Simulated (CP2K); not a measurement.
Two runs for the C K edge of azomethane. Run A: CP2K XAS_TDP, all-electron GAPW, PBEh(45%), aug-cc-pVDZ, TDA, no relativity. Run B differs in one setting.

First lines with a strength over 0.0015. A:

```csv
atom,energy (eV),states,"strength, one atom"
"C1 (bonded to N and 3 H), 2 alike",284.38,1,0.0111
,285.21,1,0.0224
,285.26,1,0.0085
,285.31,1,0.0188
,285.97,1,0.0042
```

B:

```csv
atom,energy (eV),states,"strength, one atom"
"C1 (bonded to N and 3 H), 2 alike",287.71,1,0.0021
,289.00,1,0.0249
,289.76,1,0.0375
,289.90,1,0.0136
,290.01,1,0.0320
```

Q: Which was it: the functional, scalar relativity switched on, GW2X switched on, the basis?

The functional (functional from PBEh(45%) to PBEh(60%); the lines alone don't name the new value). A functional moves all lines by electronvolts and changes their spacings and strengths. For C1 the rule picks another line of the list in the two runs, so no shift is given.

[Banner, clock and machine lines of the logs are left out without a mark of their own.]

[Logs are printed without paths, hosts, clocks, repeated set-up lines and the standing remarks that a program may print on its own settings, such as how far it seeks lower states.]

[Hosts, paths, dates, database ids (printed as entryN), source tags and the programs' standing remarks are cut or masked in the printed files.]
